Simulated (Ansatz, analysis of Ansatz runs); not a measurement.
# Interstitial H in hcp Sc, hop from a tetrahedral to the next octahedral site: migration barrier, PBE-D3(BJ)

Subject: interstitial H in hcp Sc, hop from a tetrahedral to the next octahedral site. Wanted: its migration barrier, in one set-up (PBE-D3(BJ), 36-site cell, PBE-D3(BJ) lattice, 420 eV, k: 3x3x3 Gamma-centred). The model is a cell of 36 host atoms with 1 H put in. The barrier is the energy of the highest image of a climbing band over the relaxed site that the atom leaves.

**The experiment.** Migration barrier: 0.54 eV, by proton and 45Sc NMR (quoted in “Explainable Machine Learning for Hydrogen Diffusion in Metals and Random Binary Alloys”, 2023, G. M. Lu et al., quoting earlier work (1987)). The calculation is set beside it at the end.

Method: plane-wave PAW DFT, PBE-D3(BJ); relaxation of all atoms of a defect supercell, in Ansatz 0.2.0.

## 1. The starting structure

The cell holds 37 atoms: 36 Sc and 1 H. Cell: a = 9.810 Å, b = 9.810 Å, c = 10.124 Å, α = 90.0°, β = 90.0°, γ = 120.0°. It derives from Sc (space group P6_3/mmc). Nearest the centre at fractional (0.444, 0.556, 0.438): H37 at 0.00 Å, Sc19 at 1.90 Å, Sc6 at 1.99 Å, Sc22 at 1.99 Å, Sc18 at 1.99 Å, Sc17 at 3.16 Å, Sc23 at 3.78 Å, Sc7 at 3.78 Å.

The host's primitive cell comes from a first run (plane-wave PAW DFT, PBE-D3(BJ); relaxation of the host's cell and atoms): vectors of 3.270, 3.270 and 5.062 Å. That is 23.44 Å³ an atom, 6.2 % under the diffraction cell's volume. The supercell is built on it.

## 2. Relaxation, charge 0

A barrier counts from a true minimum, so both ends of the jump are relaxed first.

File start/input.yaml:

```yaml
relax:
  f_tol: 0.02
  max_steps: 80
  escape_saddle: false
crystal:
  lattice:
    - [9.81027882, 0.0, 0.0]
    - [-4.90513941, 8.49595068, 0.0]
    - [0.0, 0.0, 10.12447522]
  atoms:
    - { symbol: Sc, position: [0.111111111, 0.222222222, 0.125] }
    - { symbol: Sc, position: [0.222222222, 0.111111111, 0.375] }
    - { symbol: Sc, position: [0.111111111, 0.222222222, 0.625] }
    - { symbol: Sc, position: [0.222222222, 0.111111111, 0.875] }
    - { symbol: Sc, position: [0.111111111, 0.555555556, 0.125] }
    - { symbol: Sc, position: [0.222222222, 0.444444444, 0.375] }
    - { symbol: Sc, position: [0.111111111, 0.555555556, 0.625] }
    - { symbol: Sc, position: [0.222222222, 0.444444444, 0.875] }
    - { symbol: Sc, position: [0.111111111, 0.888888889, 0.125] }
    - { symbol: Sc, position: [0.222222222, 0.777777778, 0.375] }
    - { symbol: Sc, position: [0.111111111, 0.888888889, 0.625] }
    - { symbol: Sc, position: [0.222222222, 0.777777778, 0.875] }
    - { symbol: Sc, position: [0.444444444, 0.222222222, 0.125] }
    - { symbol: Sc, position: [0.555555556, 0.111111111, 0.375] }
    - { symbol: Sc, position: [0.444444444, 0.222222222, 0.625] }
    - { symbol: Sc, position: [0.555555556, 0.111111111, 0.875] }
    - { symbol: Sc, position: [0.444444444, 0.555555556, 0.125] }
    - { symbol: Sc, position: [0.555555556, 0.444444444, 0.375] }
    - { symbol: Sc, position: [0.444444444, 0.555555556, 0.625] }
    - { symbol: Sc, position: [0.555555556, 0.444444444, 0.875] }
    - { symbol: Sc, position: [0.444444444, 0.888888889, 0.125] }
    - { symbol: Sc, position: [0.555555556, 0.777777778, 0.375] }
    - { symbol: Sc, position: [0.444444444, 0.888888889, 0.625] }
    - { symbol: Sc, position: [0.555555556, 0.777777778, 0.875] }
    - { symbol: Sc, position: [0.777777778, 0.222222222, 0.125] }
    - { symbol: Sc, position: [0.888888889, 0.111111111, 0.375] }
    - { symbol: Sc, position: [0.777777778, 0.222222222, 0.625] }
    - { symbol: Sc, position: [0.888888889, 0.111111111, 0.875] }
    - { symbol: Sc, position: [0.777777778, 0.555555556, 0.125] }
    - { symbol: Sc, position: [0.888888889, 0.444444444, 0.375] }
    - { symbol: Sc, position: [0.777777778, 0.555555556, 0.625] }
    - { symbol: Sc, position: [0.888888889, 0.444444444, 0.875] }
    - { symbol: Sc, position: [0.777777778, 0.888888889, 0.125] }
    - { symbol: Sc, position: [0.888888889, 0.777777778, 0.375] }
    - { symbol: Sc, position: [0.777777778, 0.888888889, 0.625] }
    - { symbol: Sc, position: [0.888888889, 0.777777778, 0.875] }
    - { symbol: H, position: [0.444444001, 0.555555999, 0.4375] }
basis:
  ecutwfc: 420
  xc_grid: 2
hamiltonian:
  xc: pbe
  dispersion: d3bj
kpoints:
  mp_grid: { grid: [3, 3, 3] }
scf:
  occupations: { method: methfessel_paxton, width: 0.1 }
  max_iter: 120
output:
  forces: true
checkpoint:
  write: "../start.run"
  compress: false
  write_wavefunctions: true
  write_every: 100000
```

On the command line:

```console
$ ansatz run input.yaml --threads 4 --pin off --max-ram 14131MiB --backend cpu --events-out ev --progress --plain --runs-dir out
```

Numbers of over 12 decimals in the logs are rounded to 6 here.

Output:

```text
[... repeated set-up lines and file paths are left out, and long positions are rounded to six places ...]
Warning: the atoms were moved onto the symmetric positions of the space group found under crystal.symmetry.tolerance 1.0e-5 (fractional; [...]
Engine: ansatz 0.2.0, aarch64-unknown-linux-gnu
Pseudopotentials: kind: paw
Pseudopotential: Sc, paw, valence charge 11, recommended cutoff 420 eV (normal), Sc.paw.azcp
Pseudopotential: H, paw, valence charge 1, recommended cutoff 420 eV (normal), H.paw.azcp
Functional definition: PBE
  parameter kappa = 0.804
  parameter beta = 0.066725
  exchange = pbe_x(kappa = kappa, mu = beta*pi^2/3)
  correlation = pbe_c(beta = beta)
Crystal: 37 atoms, lattice volume = 843.851 Å³
Basis set: ecut = 420 eV, 16533 PW (Γ), exchange–correlation on 144×144×144 points (8 copies of the dense FFT grid, shifted against one another)
Bands: 239, of which v1, the nominal top of the filled ones, is band 199 counted from 1 (198 counted from 0)
Symmetry: 6 space group operations
Space group: P3m1 (ITA 156), of the structure as read, at distance tolerance 9.4e-5 Å
k-points: 7 of 27 (time reversal used)
Non-local potential: Sc, projectors of the file, l = 0: 3, l = 1: 2, l = 2: 3, l = 3: 1
Non-local potential: H, projectors of the file, l = 0: 2, l = 1: 1
PAW form: soft (Blöchl's): semilocal exchange-correlation on the pseudo side does not see the compensation charge
PAW one-centre angular grid: Sc, 590 points (default); XC on 64 Gauss nodes
PAW one-centre angular grid: H, 110 points (default); XC on 64 Gauss nodes
Initial density: superposition of atomic densities (neutral atoms: chi_scale 0, normalization atom), corrected by the library's trained network
Initial wavefunctions: pseudopotential atomic-orbital guess
Functional: x = pbe(κ = 0.804, μ = 0.219515), c = pbe(β = 0.066725)
SCF iter   1: F=—  HF=-76920.375817 eV  |F-HF|=—  |Δ(HF+E_count)|=         —  Δρ=4.07e-3  dr2=6.85e-1  ethr=1.77e-3  ⟨swp⟩=9.1  Hψ=8069  notcnv=0
preconditioner: auto → Kerker (q_TF=auto, 2.406 Å⁻¹)  [metal: Δε(μ)=0.006 eV  Ē_g=2.206 eV  σ=0.100 eV  W_gap=0.05  n_scr=210 (ndim 8)  ℏωp=13.3 eV  f_vac=0.000  D(μ)=61.18/eV (n_scr^D=670)]
SCF iter   2: F=—  HF=-76920.346134 eV  |F-HF|=—  |Δ(HF+E_count)|=   2.97e-2  S|Δr|=    0.00e0  Δρ=1.88e-3  dr2=9.10e-2  ethr=1.73e-4  ⟨swp⟩=2.4  Hψ=2263  notcnv=0  defer=5
SCF iter   3: F=—  HF=-76920.342545 eV  |F-HF|=—  |Δ(HF+E_count)|=   3.59e-3  S|Δr|=    0.00e0  Δρ=6.22e-4  dr2=4.48e-3  ethr=2.29e-5  ⟨swp⟩=2.4  Hψ=1847  notcnv=0  defer=5
SCF iter   4: F=—  HF=-76920.341645 eV  |F-HF|=—  |Δ(HF+E_count)|=   9.00e-4  S|Δr|=    0.00e0  Δρ=1.26e-4  dr2=2.56e-4  ethr=1.13e-6  ⟨swp⟩=2.6  Hψ=2087  notcnv=0  defer=5
SCF iter   5: F=—  HF=-76920.341620 eV  |F-HF|=—  |Δ(HF+E_count)|=   2.48e-5  S|Δr|=    0.00e0  Δρ=4.20e-5  dr2=2.57e-5  ethr=6.45e-8  ⟨swp⟩=2.6  Hψ=2020  notcnv=0  defer=6
SCF iter   6: F=-76920.341619 eV  HF=-76920.341619 eV  |F-HF|=4.38e-7  |Δ(HF+E_count)|=   1.09e-6  S|Δr|=    0.00e0  Δρ=1.09e-5  dr2=1.23e-6  ethr=2.52e-9  ⟨swp⟩=4.4  Hψ=4560  notcnv=0
SCF 1 converged in 6 iterations: F = -76920.341619 eV  dr2 = 1.23e-6
  greatest PAW one-centre occupation: 0.998 electrons in one spin orbital (limit 2), on the Sc atom at site 33 (counted from 0), in its partial waves of l = 0
relax step   1: F+E_penalty+E_count = -76920.34161884 eV  Δ(F+E_penalty+E_count) = +0.000e0 eV  max|allowed force component| = 6.250e-1 eV/Å  Δτ_max = 0.0000 Å  (6 SCF iters, dr2 threshold 1.00e-5 eV, accepted)
[... the SCF cycles and remarks between the steps are left out from here to the last step ...]
relax step   2: F+E_penalty+E_count = -76920.39518158 eV  Δ(F+E_penalty+E_count) = -5.356e-2 eV  max|allowed force component| = 3.887e-1 eV/Å  Δτ_max = 0.1728 Å  (5 SCF iters, dr2 threshold 2.44e-5 eV, accepted)
relax step   3: F+E_penalty+E_count = -76920.41064002 eV  Δ(F+E_penalty+E_count) = -1.546e-2 eV  max|allowed force component| = 2.409e-2 eV/Å  Δτ_max = 0.0663 Å  (5 SCF iters, dr2 threshold 9.44e-6 eV, accepted)
SCF iter   1: F=—  HF=-76920.411903 eV  |F-HF|=—  |Δ(HF+E_count)|=         —  Δρ=2.64e-4  dr2=3.31e-3  ethr=1.00e-5  ⟨swp⟩=4.0  Hψ=3109  notcnv=0  defer=17
SCF iter   2: F=—  HF=-76920.411740 eV  |F-HF|=—  |Δ(HF+E_count)|=   1.63e-4  S|Δr|=    0.00e0  Δρ=1.12e-4  dr2=3.44e-4  ethr=8.33e-7  ⟨swp⟩=1.0  Hψ=1925  notcnv=0  defer=16
SCF iter   3: F=—  HF=-76920.411724 eV  |F-HF|=—  |Δ(HF+E_count)|=   1.58e-5  S|Δr|=    0.00e0  Δρ=3.56e-5  dr2=1.17e-5  ethr=8.66e-8  ⟨swp⟩=2.0  Hψ=1927  notcnv=0  defer=16
SCF iter   4: F=—  HF=-76920.410929 eV  |F-HF|=—  |Δ(HF+E_count)|=   7.95e-4  S|Δr|=    0.00e0  Δρ=7.60e-6  dr2=1.25e-6  ethr=2.94e-9  ⟨swp⟩=2.3  Hψ=2705  notcnv=0  defer=16
SCF iter   5: F=-76920.410929 eV  HF=-76920.410929 eV  |F-HF|=4.40e-8  |Δ(HF+E_count)|=   7.87e-8  S|Δr|=    0.00e0  Δρ=2.13e-6  dr2=7.12e-8  ethr=2.52e-11  ⟨swp⟩=3.7  Hψ=5329  notcnv=0
SCF 4 converged in 5 iterations: F = -76920.410929 eV  dr2 = 7.12e-8
relax step   4: F+E_penalty+E_count = -76920.41092917 eV  Δ(F+E_penalty+E_count) = -2.892e-4 eV  max|allowed force component| = 1.137e-2 eV/Å  Δτ_max = 0.0091 Å  (5 SCF iters, accepted)
NSCF: frozen V_eff on 7 k-points
the band table was solved once a step of the walk had ended and its energy, with any forces and stress, was formed, with the checks that follow a solve (6298 applications of the Hamiltonian). They found nothing against the state; [...]
SCF converged after 5 iterations
Stability not checked: this state was not tested for a lower state beside it, because cold or Methfessel-Paxton smearing, or corrected tetrahedra, fill the levels in a way that the test cannot read (fill_not_monotonic; see scf.lower_state_search)
Free energy (F): -76920.410929 eV
Harris-Foulkes:  -76920.410929 eV  (|F-HF|=4.40e-8)
Internal energy: -76920.422848 eV  (E = F + TS)
E sigma→0 (E₀):  -76920.413909 eV
Entropy (-TS):   0.011919 eV (0.322 meV/atom)
Fermi energy:    9.850308 eV
--- Per-component energies (eV) ---
  E_band       = -5800.938438
  E_kinetic    = 9419.611513
  E_local      = -29607.657403  (includes V_loc(G=0)·N_el)
  E_nonlocal   = 3005.401005
  E_hartree    = 10115.336965
  E_xc         = -3767.495099
  E_vxc        = -4664.724405  (∫ρ·V_xc dr)
  E_paw        = -34402.107006  (= ΣΔE_a)
  E_vpaw       = -4184.241585  (= ΣTr[D̂ρ^β])
  E_aug_tail   = -0.000947  (compensation charges beyond the density's cutoff)
  E_ewald      = -31668.660900
  E_disp       = -14.850976  (pairwise vdW)
  E_smearing   = 0.011919  (= −TS)
  E_closure    = 0.000000  (closes the sum)
  Σ components = -76920.410929   (vs F -76920.410929, Δ=0.00e0)
--- Forces (eV/Å), atoms counted from 1 ---
  atom   1  Sc    -0.00034762     0.00010044     0.00048486
  atom   2  Sc     0.00000000     0.00074745    -0.00006970
  atom   3  Sc     0.00022291     0.00016867    -0.00020391
  atom   4  Sc     0.00000000    -0.00038108     0.00021965
  atom   5  Sc    -0.00008683    -0.00035127     0.00048486
  atom   6  Sc     0.00055320     0.00031939     0.00005710
  atom   7  Sc     0.00025753     0.00010871    -0.00020391
  atom   8  Sc     0.00018163     0.00010487    -0.00038309
  atom   9  Sc     0.00000000    -0.00000000    -0.00193256
  atom  10  Sc     0.00064731    -0.00037373    -0.00006970
  atom  11  Sc     0.00000000    -0.00000000     0.00204146
  atom  12  Sc    -0.00033002     0.00019054     0.00021965
  atom  13  Sc     0.00034762     0.00010044     0.00048486
  atom  14  Sc    -0.00093652    -0.00054070    -0.00057216
  atom  15  Sc    -0.00022291     0.00016867    -0.00020391
  atom  16  Sc    -0.00016892    -0.00009752     0.00062899
  atom  17  Sc     0.00000000    -0.00000000     0.00225900
  atom  18  Sc    -0.00055320     0.00031939     0.00005710
  atom  19  Sc     0.00000000    -0.00000000     0.00777474
  atom  20  Sc    -0.00018163     0.00010487    -0.00038309
  atom  21  Sc     0.00026080     0.00025083     0.00048486
  atom  22  Sc     0.00000000    -0.00063878     0.00005710
  atom  23  Sc     0.00003462    -0.00027738    -0.00020391
  atom  24  Sc    -0.00000000    -0.00020973    -0.00038309
  atom  25  Sc     0.00000000    -0.00000000    -0.00067387
  atom  26  Sc     0.00093652    -0.00054070    -0.00057216
  atom  27  Sc     0.00000000    -0.00000000     0.00056717
  atom  28  Sc     0.00016892    -0.00009752     0.00062899
  atom  29  Sc     0.00008683    -0.00035127     0.00048486
  atom  30  Sc     0.00000000     0.00108140    -0.00057216
  atom  31  Sc    -0.00025753     0.00010871    -0.00020391
  atom  32  Sc     0.00000000     0.00019505     0.00062899
  atom  33  Sc    -0.00026080     0.00025083     0.00048486
  atom  34  Sc    -0.00064731    -0.00037373    -0.00006970
  atom  35  Sc    -0.00003462    -0.00027738    -0.00020391
  atom  36  Sc     0.00033002     0.00019054     0.00021965
  atom  37  H     -0.00000000     0.00000000    -0.01137173
  max |Σ_I F_I| component: 7.68e-6 eV/Å
--- Band table (eV; the first three rows and the last of 7) ---
  k-point 0: bands = ["-39.4353", "-39.4099", "-39.3984", "-39.3860", [... 231 left out ...] "11.3632", "11.3632", "11.3996", "11.3996"]
  k-point 1: bands = ["-39.4310", "-39.4146", "-39.4013", "-39.3907", [... 231 left out ...] "11.3185", "11.3185", "11.3580", "11.3580"]
  [... further k-points left out ...]
--- Relaxed structure (4 steps of the walk, 4 accepted, 0 SCFs on fresh bases) ---
  F+E_penalty+E_count = -76920.41092917 eV   max|allowed force component| = 1.137e-2 eV/Å
  atoms:
    - { symbol: Sc, position: [0.111418, 0.222585, 0.126217] }
    - { symbol: Sc, position: [0.221540, 0.109747, 0.375506] }
    - { symbol: Sc, position: [0.110659, 0.221701, 0.625232] }
    - { symbol: Sc, position: [0.222515, 0.111696, 0.876069] }
    - { symbol: Sc, position: [0.111418, 0.555500, 0.126217] }
    - { symbol: Sc, position: [0.220966, 0.443816, 0.375705] }
    - { symbol: Sc, position: [0.110659, 0.555625, 0.625232] }
    - { symbol: Sc, position: [0.220507, 0.443587, 0.874279] }
    - { symbol: Sc, position: [0.111111, 0.888889, 0.124787] }
    - { symbol: Sc, position: [0.221540, 0.778460, 0.375506] }
    - { symbol: Sc, position: [0.111111, 0.888889, 0.626464] }
    - { symbol: Sc, position: [0.222515, 0.777485, 0.876069] }
    - { symbol: Sc, position: [0.444500, 0.222585, 0.126217] }
    - { symbol: Sc, position: [0.555245, 0.110956, 0.375563] }
    - { symbol: Sc, position: [0.444375, 0.221701, 0.625232] }
    - { symbol: Sc, position: [0.555337, 0.111002, 0.875983] }
    - { symbol: Sc, position: [0.444444, 0.555556, 0.115029] }
    - { symbol: Sc, position: [0.556184, 0.443816, 0.375705] }
    - { symbol: Sc, position: [0.444444, 0.555556, 0.625995] }
    - { symbol: Sc, position: [0.556413, 0.443587, 0.874279] }
    - { symbol: Sc, position: [0.444500, 0.888582, 0.126217] }
    - { symbol: Sc, position: [0.556184, 0.779034, 0.375705] }
    - { symbol: Sc, position: [0.444375, 0.889341, 0.625232] }
    - { symbol: Sc, position: [0.556413, 0.779493, 0.874279] }
    - { symbol: Sc, position: [0.777778, 0.222222, 0.126443] }
    - { symbol: Sc, position: [0.889044, 0.110956, 0.375563] }
    - { symbol: Sc, position: [0.777778, 0.222222, 0.625461] }
    - { symbol: Sc, position: [0.888998, 0.111002, 0.875983] }
    - { symbol: Sc, position: [0.777415, 0.555500, 0.126217] }
    - { symbol: Sc, position: [0.889044, 0.444755, 0.375563] }
    - { symbol: Sc, position: [0.778299, 0.555625, 0.625232] }
    - { symbol: Sc, position: [0.888998, 0.444663, 0.875983] }
    - { symbol: Sc, position: [0.777415, 0.888582, 0.126217] }
    - { symbol: Sc, position: [0.890253, 0.778460, 0.375506] }
    - { symbol: Sc, position: [0.778299, 0.889341, 0.625232] }
    - { symbol: Sc, position: [0.888304, 0.777485, 0.876069] }
    - { symbol: H, position: [0.444444, 0.555556, 0.425317] }
```

The job ended after 3.2 min (4 threads of Arm Neoverse V1, shared host; peak memory 4.6 GiB; 13 min of CPU time).

The steps of the relaxation:

```tsv
step	energy less that of the first step (eV)	largest force component (eV/Å)
1	0.0000	0.6250
2	-0.0536	0.3887
3	-0.0690	0.0241
4	-0.0693	0.0114
```

The run keeps the 6 symmetry operations that it works with, so distortions that break them were not tested.

The atoms that moved most (Å):

```tsv
atom	dx	dy	dz	length
H37	0.000	0.000	-0.123	0.123
Sc17	0.000	0.000	-0.101	0.101
Sc8	-0.013	-0.007	-0.007	0.016
Sc24	0.000	0.015	-0.007	0.016
Sc20	0.013	-0.007	-0.007	0.016
Sc11	0.000	0.000	0.015	0.015
Sc25	0.000	0.000	0.015	0.015
Sc6	-0.009	-0.005	0.007	0.013
```

Neighbours of H37 at the end:

```tsv
atom	distance (Å)
Sc22	1.964
Sc6	1.964
Sc18	1.964
Sc19	2.032
Sc17	3.142
Sc34	3.821
Sc2	3.821
Sc10	3.821
Sc35	3.850
Sc23	3.850
Sc15	3.850
Sc3	3.850
Sc7	3.850
Sc31	3.850
```

Read from the output:

```yaml
free_energy: -76920.4109 eV
smearing_term_ts: -0.01192 eV
```

The series, run alike:

```tsv
run	outcome	energy less the first (eV)	moment (μB)	time
relaxation, charge 0	converged	0.0000	0.00	3.2 min
relaxation, charge 0	converged	0.1252	0.00	65 s
```

The relaxation ends 1.9 meV an atom lower, with a largest force component of 0.011 eV/Å.

[end of part 1 of 2]

[Logs are printed without paths, hosts, clocks, repeated set-up lines and the standing remarks that a program may print on its own settings, such as how far it seeks lower states.]

[Hosts, paths, dates, database ids (printed as entryN), source tags and the programs' standing remarks are cut or masked in the printed files.]

[For some hosts the program warned that the k-mesh of the response run may be too coarse for force constants and the static dielectric constant; such warnings are not shown here.]
